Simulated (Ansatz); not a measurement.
# From LDA to G0W0: InSe (P-6m2)

Aim: the quasiparticle gap of InSe (P-6m2), starting from LDA.

Program: Ansatz 0.2.0. Level of theory: LDA, then G0W0 on it, plane waves, PAW. Results are calculated unless marked as measured.

Report form: the programs' logs are mostly left out.

In doubt: masses and optical values from hybrid runs of this build are listed as unsure (in some of the runs), which bears on the screening that GW takes from such a start.

### 1. Starting point

It takes space group P-6m2 (No. 187, hexagonal). Conventional cell: a = 4.047 Å, b = 4.047 Å, c = 18.052 Å, α = 90.00°, β = 90.00°, γ = 120.00°. Nearest to In lie 3 Se at 2.65 Å and 1 In at 2.79 Å. Nearest to Se lie 3 In at 2.65 Å. Nearest to Se lie 3 In at 2.65 Å. Farther neighbours and most contacts between anions are not listed.

The start is a structure from the Materials Project. The default PAW set here is soft_2. Its files were made with PBE.

### 2. Relaxing the structure

The structure is relaxed first.

This step: DFT, LDA, plane waves, PAW.

Contents of input.yaml:

```yaml
crystal:
  lattice:
    - [4.0473293151, 0.0, 0.0]
    - [-2.0236646576, 3.5050900044, 0.0]
    - [0.0, 0.0, 18.05206491]
  atoms:
    - { symbol: In, position: [0.0, 0.0, 0.57739368] }
    - { symbol: In, position: [0.0, 0.0, 0.42260632] }
    - { symbol: In, position: [0.33333333, 0.66666667, 0.92260951] }
    - { symbol: In, position: [0.33333333, 0.66666667, 0.07739049] }
    - { symbol: Se, position: [0.66666667, 0.33333333, 0.85300007] }
    - { symbol: Se, position: [0.66666667, 0.33333333, 0.14699993] }
    - { symbol: Se, position: [0.33333333, 0.66666667, 0.64701572] }
    - { symbol: Se, position: [0.33333333, 0.66666667, 0.35298428] }
kpoints:
  mp_grid: { grid: [6, 6, 2] }
hamiltonian:
  xc: lda
scf:
  occupations: { method: fermi_dirac, width: 0.02 }
relax:
  f_tol: 0.01
  max_steps: 80
  cell: {}
```

On the command line:

```console
ansatz run input.yaml --threads 3 --pin off --max-ram 92160MiB --backend cuda --events-out ev --progress --plain --runs-dir out --devices 1 --max-vram 13GiB
```

Wall time 11 s (1 × NVIDIA H100 80GB HBM3 (shared by 6 runs) with 3 threads of AMD EPYC 7R13 (Zen 3), shared host); peak memory 1 GiB.

Relaxation path:

```
step  energy less that of the first step (eV)  largest force component (eV/Å)  pressure (GPa)  volume (Å³)
   1                                   0.0000                          0.1542           -2.25       256.09
   2                                  -0.0772                          0.4011            1.80       226.97
   3                                  -0.1873                          0.0415           -0.01       228.94
   4                                  -0.2225                          0.0606            0.33       219.37
   5                                  -0.2245                          0.0614           -0.09       224.65
   6                                  -0.2275                          0.0168           -0.03       222.67
   7                                  -0.2276                          0.0004            0.00       222.53
  8*                                  -0.2234                          0.0006           -0.01       222.53
```

Relaxation steps marked * repeat the geometry before them on a plane-wave basis chosen anew for their cell, so energy and pressure can jump there.

The run keeps the 12 symmetry operations that it works with, so distortions that break them were not tested.

```
conventional cell, symmetrised  before   after   change
                         a (Å)   4.047   3.975   -1.8 %
                         b (Å)   4.047   3.975   -1.8 %
                         c (Å)  18.052  16.264   -9.9 %
              volume (Å³/atom)   32.01   27.82  -13.1 %
```

The atoms that moved most (Å, as changes of fractional coordinates times the final cell):

```
atom     dx     dy      dz  length
 Se5  0.000  0.000  -0.247   0.247
 Se6  0.000  0.000   0.247   0.247
 Se7  0.000  0.000   0.245   0.245
 Se8  0.000  0.000  -0.245   0.245
 In3  0.000  0.000  -0.112   0.112
 In4  0.000  0.000   0.112   0.112
 In1  0.000  0.000   0.112   0.112
 In2  0.000  0.000  -0.112   0.112
```

The program's warnings for this run: band table not solved further.

### 3. The LDA band structure

Levels along a band path and on the mesh show where this functional puts the band edges.

Contents of input.yaml:

```yaml
crystal:
  lattice:
    - [3.9748709455, 0.0, 0.0]
    - [-1.9874354728, 3.4423392156, 0.0]
    - [0.0, 0.0, 16.2636494814]
  atoms:
    - { symbol: In, position: [0.0, 0.0, 0.5842950809] }
    - { symbol: In, position: [0.0, 0.0, 0.4157049191] }
    - { symbol: In, position: [0.3333333333, 0.6666666667, 0.9156997426] }
    - { symbol: In, position: [0.3333333333, 0.6666666667, 0.0843002574] }
    - { symbol: Se, position: [0.6666666667, 0.3333333333, 0.8378264049] }
    - { symbol: Se, position: [0.6666666667, 0.3333333333, 0.1621735951] }
    - { symbol: Se, position: [0.3333333333, 0.6666666667, 0.6621026916] }
    - { symbol: Se, position: [0.3333333333, 0.6666666667, 0.3378973084] }
kpoints:
  mp_grid: { grid: [6, 6, 2] }
  band_path:
    path:
      - [[0.0, 0.0, 0.0], [0.5, 0.0, 0.0], [0.33333333, 0.33333333, 0.0], [0.0, 0.0, 0.0], [0.0, 0.0, 0.5], [0.5, 0.0, 0.5], [0.33333333, 0.33333333, 0.5], [0.0, 0.0, 0.5]]
      - [[0.5, 0.0, 0.5], [0.5, 0.0, 0.0]]
      - [[0.33333333, 0.33333333, 0.5], [0.33333333, 0.33333333, 0.0]]
    npoints: 10
hamiltonian:
  xc: lda
scf:
  occupations: { method: fermi_dirac, width: 0.02 }
  n_extra_bands: 6
output:
  eigenvalues: true
  forces: true
  stress: true
  write_density: true
  write_potential: true
  elf: true
  volumetric_format: npy
```

Elapsed: 7.5 s, on 1 × NVIDIA H100 80GB HBM3 (shared by 6 runs) with 3 threads; peak memory 1.1 GiB; 7 s of CPU time.

Numbers from this step:

```
pressure             : -0.006572 GPa
filled bands         : 58
gap                  : 0.1715 eV
valence top at       : Γ
conduction bottom at : Γ
least direct gap     : 0.1715 eV
```

Over mesh and path the gap is 0.171 eV, direct, at k = Γ.

The electronic bands at the labelled points (eV, zero at the top of the highest nominally filled band):

```
    point  band 55  band 56  band 57  band 58  band 59  band 60  band 61  band 62
        Γ    -1.30    -1.21    -1.21     0.00     0.17     1.70     1.90     1.97
  halfway    -1.87    -1.70    -1.22    -0.72     1.68     1.78     2.11     2.30
        M    -2.36    -2.13    -2.05    -1.74     1.10     1.13     1.64     1.68
  halfway    -2.66    -2.07    -1.90    -1.80     1.63     1.79     1.84     2.17
        K    -2.32    -2.20    -2.09    -1.85     1.56     1.58     2.14     2.41
  halfway    -2.28    -1.80    -1.13    -0.89     2.04     2.32     2.37     2.47
        Γ    -1.30    -1.21    -1.21     0.00     0.17     1.70     1.90     1.97
  halfway    -1.29    -1.22    -1.22    -0.51     0.65     1.52     1.94     1.97
        A    -1.25    -1.25    -1.11    -1.06     1.09     1.19     1.95     1.98
  halfway    -1.77    -1.77    -0.89    -0.84     1.71     1.72     2.20     2.22
        L    -2.23    -2.22    -1.86    -1.67     0.93     1.04     1.60     2.02
  halfway    -2.51    -2.34    -1.75    -1.67     1.45     1.70     1.93     2.30
        H    -2.66    -2.28    -2.07    -1.65     1.35     1.69     2.18     2.52
  halfway    -2.34    -2.32    -0.94    -0.91     2.12     2.16     2.44     2.53
        A    -1.25    -1.25    -1.11    -1.06     1.09     1.19     1.95     1.98
jump to L    -2.23    -2.22    -1.86    -1.67     0.93     1.04     1.60     2.02
  halfway    -2.31    -2.16    -1.96    -1.69     0.92     1.29     1.43     1.94
        M    -2.36    -2.13    -2.05    -1.74     1.10     1.13     1.64     1.68
jump to H    -2.66    -2.28    -2.07    -1.65     1.35     1.69     2.18     2.52
  halfway    -2.50    -2.23    -2.08    -1.73     1.44     1.63     2.28     2.34
        K    -2.32    -2.20    -2.09    -1.85     1.56     1.58     2.14     2.41
```

Electrostatic potential energy in the ac plane at fractional y = 0.667, with atoms of In and Se within 0.2 Å of it. With pseudopotentials it is smooth inside the atoms' cores, unlike the true potential.

Ten even steps from '0' (-33 eV) to '9' (12 eV), each cell a mean:
```
98765557899999
86200002689999
87310003689999
99876678898888
99999999999999
99999999999999
99877778999999
97556655799999
87556655789999
88877778888888
99999999998888
99999999999999
99999999999999
89999999988888
88765567888888
87457754689999
98555555899999
99988889999999
99999999999999
99999999999889
98754457888888
86200002689999
87310014789999
99877678999999
```
Columns run along a (4.0 Å; values clipped at the 3rd and 97th percentile), rows up along c (16.3 Å). Atoms in or near the plane, at fractional coordinates: In at (0.33, 0.92), In at (0.33, 0.08), Se at (0.33, 0.66), Se at (0.33, 0.34).

Valence density in the ac plane at fractional y = 0.667, with atoms of In and Se within 0.2 Å of it. It is the smooth field of the valence electrons, not physical close to the nuclei.

Values in e/Å³, 24 rows by 14 columns, each cell a mean:
```
 0  0  0  1  1  1  1  0  0  0  0  0  0  0
 0  0  2  5  8  8  5  2  0  0  0  0  0  0
 0  0  1  3  6  6  4  1  0  0  0  0  0  0
 0  0  0  0  0  0  0  0  0  0  0  0  0  0
 0  0  0  0  0  0  0  0  0  0  0  0  0  0
 0  0  0  0  0  0  0  0  0  0  0  0  0  0
 0  0  0  0  1  1  0  0  0  0  0  0  0  0
 0  0  1  6 16 16  6  1  0  0  0  0  0  0
 0  0  1  5 14 14  6  1  1  0  0  0  0  0
 0  0  0  0  1  1  0  0  0  0  0  0  0  0
 0  0  0  0  0  0  0  0  0  0  0  0  0  0
 0  0  0  0  0  0  0  0  0  0  0  0  0  0
 0  0  0  0  0  0  0  0  0  0  0  0  0  0
 0  0  0  0  0  0  0  0  0  0  0  0  0  0
 0  0  0  1  1  1  1  0  0  0  0  0  0  0
 0  1  2  7 21 22  8  1  1  0  0  0  0  0
 0  0  1  3  8  8  3  1  0  0  0  0  0  0
 0  0  0  0  0  0  0  0  0  0  0  0  0  0
 0  0  0  0  0  0  0  0  0  0  0  0  0  0
 0  0  0  0  0  0  0  0  0  0  0  0  0  0
 0  0  0  1  1  1  1  0  0  0  0  0  0  0
 0  0  2  5  8  8  5  2  1  0  0  0  0  0
 0  0  1  3  5  5  3  1  0  0  0  0  0  0
 0  0  0  0  1  1  0  0  0  0  0  0  0  0
```
Columns run along a (4.0 Å), rows up along c (16.3 Å). Atoms in or near the plane, at fractional coordinates: In at (0.33, 0.92), In at (0.33, 0.08), Se at (0.33, 0.66), Se at (0.33, 0.34).

### 4. One-shot GW

G0W0 replaces the xc potential by a self-energy built once from the orbitals of the start. Levels are corrected in the window of bands that the input names, at points of the mesh.

This step: G0W0 on LDA, plane waves, PAW.

input.yaml, the sections that differ from step 3:

```yaml
kpoints:
  mp_grid: { grid: [6, 6, 2] }
scf:
  occupations: { method: fixed }
gw:
  n_empty_bands: 837
  ecut_chi: 140.0
  qp_bands: [v2, c2]
  qp_kpoints: band_edges
  screening: { model: contour_deformation }
# crystal, hamiltonian: as in step 3
# output: removed
```

Wall time 3.4 min (1 × NVIDIA H100 80GB HBM3 (shared by 6 runs) with 3 threads); peak memory 4.3 GiB; 5.4 min of CPU time.

Numbers from this step:

* bands summed: 895
* RPA ε∞ on this mesh (eigenvalues): 9.259, 9.259, 304.9
* plane waves in the screening matrix: 823
* q-points in the mesh: 72
* G0W0 gap over the corrected points: 0.8078 eV
* k of the valence top: 0, 0, 0
* k of the conduction bottom: 0, 0, 0
* starting gap on the mesh: 0.1714 eV
* Z at the valence top: 0.6335
* Z at the conduction bottom: 0.6501
* least direct G0W0 gap over the corrected points: 0.8078 eV

Over 11 of 14 irreducible mesh points the G0W0 gap is 0.808 eV, direct, at k = Γ. The LDA gap of this run on the mesh is 0.171 eV. The two states that bound the G0W0 gap lie that far apart at the start, so the correction of the gap is 0.808 − 0.171 = +0.637 eV. The start of this run differs from the step before in occupations. The program marks 32 of the 44 corrected levels as in doubt (Σc rises), among them the conduction bottom.

Labels follow the order of the start: v1 is the top filled band, c1 the lowest empty one; levels that stay degenerate share a row, the window can cut a multiplet, doubted levels are not marked in this list, bands outside the window were not corrected, and the list may be a part of the corrected levels. The levels before and after the correction (eV, zero at the valence-band top of each column):

```
           conduction bottom  valence top
Kohn-Sham               0.17         0.00
     G0W0               0.81         0.00
```

```
           level  occupation  energy (eV)
Kohn-Sham   Γ v2           2       -1.214
Kohn-Sham   Γ v1           2        0.000
Kohn-Sham   Γ c1           0        0.171
Kohn-Sham   Γ c2           0        1.698
     G0W0   Γ v2           2       -1.265
     G0W0   Γ v1           2        0.000
     G0W0   Γ c1           0        0.808
     G0W0   Γ c2           0        2.298
```

The parts of the quasiparticle energy for the two states that bound the G0W0 gap, in eV on the run's own scale (QP = start + Σx + Σc − Vxc, with Σc at the quasiparticle energy):

```
             edge  k  band  start       Σx      Σc      Vxc      Z     QP
      valence top  Γ    58  7.716  −16.368   0.829  −15.252  0.633  7.429
conduction bottom  Γ    59  7.887  −10.678  −3.506  −14.534  0.650  8.236
```

### 5. Spin-orbit coupling in LDA

This run has two-component orbitals with spin-orbit coupling.

This step: DFT, LDA with spin-orbit coupling, plane waves, PAW.

input.yaml, the sections that differ from step 4:

```yaml
kpoints:
  mp_grid: { grid: [6, 6, 2] }
  band_path:
    path:
      - [0.0, 0.0, 0.0]
      - [0.5, 0.0, 0.0]
      - [0.33333333, 0.33333333, 0.0]
      - [0.0, 0.0, 0.5]
      - [0.5, 0.0, 0.5]
      - [0.33333333, 0.33333333, 0.5]
    npoints: 1
scf:
  occupations: { method: fermi_dirac, width: 0.02 }
  n_extra_bands: 12
magnetization:
  noncollinear: true
  spin_orbit: true
output:
  eigenvalues: true
  forces: true
  stress: true
# crystal, hamiltonian: as in step 4
# gw: removed
```

Elapsed: 7.3 s, on 1 × NVIDIA H100 80GB HBM3 (shared by 6 runs) with 3 threads; peak memory 1.2 GiB; 12 s of CPU time.

Numbers from this step:

```
pressure             : -0.04660 GPa
gap                  : 0.1477 eV
valence top at       : Γ
conduction bottom at : Γ
least direct gap     : 0.1477 eV
```

Over mesh and listed points the gap is 0.148 eV, direct, at k = Γ. LDA+SOC against LDA: 0.148 − 0.171 = −0.023 eV, with the same mesh, set of files (read in its fully relativistic form for the spin-orbit run) and cutoff, and both edges at the same k points. The spin-orbit run sees mesh and listed points alone, so its gap is an upper bound: the coupling can move an edge off these points, the more so as this crystal has no centre of inversion, and the change over the zone, its sign included where it is small, is not known.

### 6. The runs together

Each gap is the least one over the points named; times are wall times on shared hosts, not benchmarks. A G0W0 time includes the run's own self-consistent start. Runs with listed points see these and the mesh alone, so an edge that moves elsewhere is missed. Rows marked * are further runs, not shown as steps, whose inputs differ from the G0W0 step on the same start in the columns given; solver thresholds can differ too. Rows marked ? have an edge level that the program doubts.

```
     level   mesh       files, cutoff   bands summed, screening                            points  gap (eV)  valence top  conduction bottom  least direct gap (eV)     time
       LDA  6×6×2  soft_2 PAW, 420 eV                         -                     mesh and path     0.171            Γ                  Γ                  0.171    7.5 s
   LDA+SOC  6×6×2  soft_2 PAW, 420 eV                         -            mesh and listed points     0.148            Γ                  Γ                  0.148    7.3 s
G0W0@LDA*?  6×6×2  soft_2 PAW, 420 eV                195, 42 eV  11 of 14 irreducible mesh points     0.981            Γ                  Γ                  0.981     20 s
G0W0@LDA*?  6×6×2  soft_2 PAW, 420 eV                447, 84 eV  11 of 14 irreducible mesh points     0.933            Γ                  Γ                  0.933     50 s
 G0W0@LDA?  6×6×2  soft_2 PAW, 420 eV               895, 140 eV  11 of 14 irreducible mesh points     0.808            Γ                  Γ                  0.808  3.4 min
G0W0@LDA*?  6×6×1  soft_2 PAW, 420 eV                447, 84 eV     all 7 irreducible mesh points     1.139            Γ                  Γ                  1.139     20 s
 G0W0@LDA*  6×6×2  soft_2 PAW, 420 eV  447, 84 eV, plasmon pole  11 of 14 irreducible mesh points     0.924            Γ                  Γ                  0.924     72 s
```

### 7. What came out

- LDA gap over mesh and path: 0.171 eV, direct, at k = Γ
- G0W0@LDA gap over 11 of 14 irreducible mesh points: 0.808 eV, direct, at k = Γ
- LDA+SOC gap over mesh and listed points: 0.148 eV
- GW settings: 6×6×2 mesh, 837 empty bands, screening to 140 eV
- known limits: finite bands, screening cutoff and k mesh; no spin-orbit coupling in G0W0; d shells not analysed; large ε∞ on the G0W0 mesh

Over 11 of 14 irreducible mesh points the G0W0 gap is 0.808 eV, direct, at k = Γ. The LDA gap of this run on the mesh is 0.171 eV. The two states that bound the G0W0 gap lie that far apart at the start, so the correction of the gap is 0.808 − 0.171 = +0.637 eV. The valence state moves by 7.429 − 7.716 = −0.287 eV and the conduction state by 8.236 − 7.887 = +0.349 eV, on the run's own scale; how far single levels stand from their limit in bands is not shown. Both edges that LDA shows over mesh and path lie at k points where levels were corrected. Levels at other points were not corrected, so a lower G0W0 gap elsewhere in the zone is not ruled out. From 195 bands and 42 eV to 895 bands and 140 eV the gap moves by 0.808 − 0.981 = −0.173 eV (rung by rung 0.981, 0.933, 0.808 eV); bands and screening cutoff rise together, so their parts are not told apart. An edge row is in doubt in the runs with 195, 447 and 895 bands, so no limit is drawn and it is not known. With the 6×6×1 mesh in place of the 6×6×2 mesh and all else as in the G0W0@LDA row with 447 bands, the gap differs by 1.139 − 0.933 = +0.206 eV, and that of the start by 0.168 − 0.171 = −0.003 eV. The program doubts an edge level of G0W0@LDA with 447 bands (6×6×1, soft_2 PAW). The program doubts an edge level of G0W0@LDA with 447 bands (6×6×2, soft_2 PAW). With the plasmon pole model in place of the contour deformation model and all else as in the G0W0@LDA row with 447 bands, the gap differs by 0.924 − 0.933 = −0.009 eV. The program doubts an edge level of G0W0@LDA with 447 bands (6×6×2, soft_2 PAW). G0W0 on other starts in this series, not shown as steps and not all at these settings: 1.489 eV on HSE06 (6×6×2, soft_2 PAW, 447 bands, 84 eV) and 1.648 eV on PBE0 (6×6×2, soft_2 PAW, 447 bands, 84 eV). LDA+SOC against LDA: 0.148 − 0.171 = −0.023 eV, with the same mesh, set of files (read in its fully relativistic form for the spin-orbit run) and cutoff, and both edges at the same k points. The spin-orbit run sees mesh and listed points alone, so its gap is an upper bound: the coupling can move an edge off these points, the more so as this crystal has no centre of inversion, and the change over the zone, its sign included where it is small, is not known. What spin-orbit coupling does to the G0W0 levels was not computed, so no sum with the G0W0 gap is formed. For the G0W0 step: the program marks 32 of the 44 corrected levels as in doubt (Σc rises), among them the conduction bottom. The G0W0 runs are scalar-relativistic. One-shot GW is known to converge slowly in bands for compounds with shallow d shells. The cell holds In; the filling of the d shell and its place against the gap were not analysed here. The largest eigenvalue of the RPA ε∞ is large: 305 in G0W0@LDA (6×6×2, 895 bands), 306 in G0W0@LDA (6×6×2, 195 bands), 305 in G0W0@LDA (6×6×2, 447 bands), 618 in G0W0@LDA (6×6×1, 447 bands) and 305 in G0W0@LDA (6×6×2, 447 bands). A perturbation-theory run of this series on LDA, not shown as a step (6×6×2 (response on 1152 points) mesh, soft_2 PAW), gives 8.9 and 13.5 (stated error 0.1), so a mesh with so large a value overstates the long-range screening, which bears on the G0W0 gap by an amount not known here. G0W0@LDA runs of this series with other atomic data on the same mesh, not shown as steps, give 0.970 eV (hard PAW, 710 eV, 463 bands, screening to 84 eV; the table's row with the same empty bands and screening cutoff has 0.933 eV); where bands and cutoffs differ too, the part of the files is not isolated. The program doubts an edge level of G0W0@LDA with 463 bands (6×6×2, hard PAW).

[Paths, hosts, dates, memory and timing lines, banners, echoed tables and standing remarks are left out of the program output.]

[Logs are printed without paths, hosts, clocks, repeated set-up lines and the standing remarks that a program may print on its own settings, such as how far it seeks lower states.]

[Runs of the session that timed out or met a known fault of the program may be left out.]

[Cells called generated may have been cut or substituted from an entry of the Crystallography Open Database or the Materials Project.]

[Hosts, paths, dates, database ids (printed as entryN), source tags and the programs' standing remarks are cut or masked in the printed files.]

[Where an RPA ε∞ is given, it is that of the G0W0 mesh and is not shown converged in it. Names of k-points follow the symmetry that the program found, which can be lower than the space group named. Band edges on a path are those of the sampled points; other points can move an edge, and change direct to indirect where valleys lie close.]

[Hybrid gaps are those of their k-mesh and are not shown converged in it.]
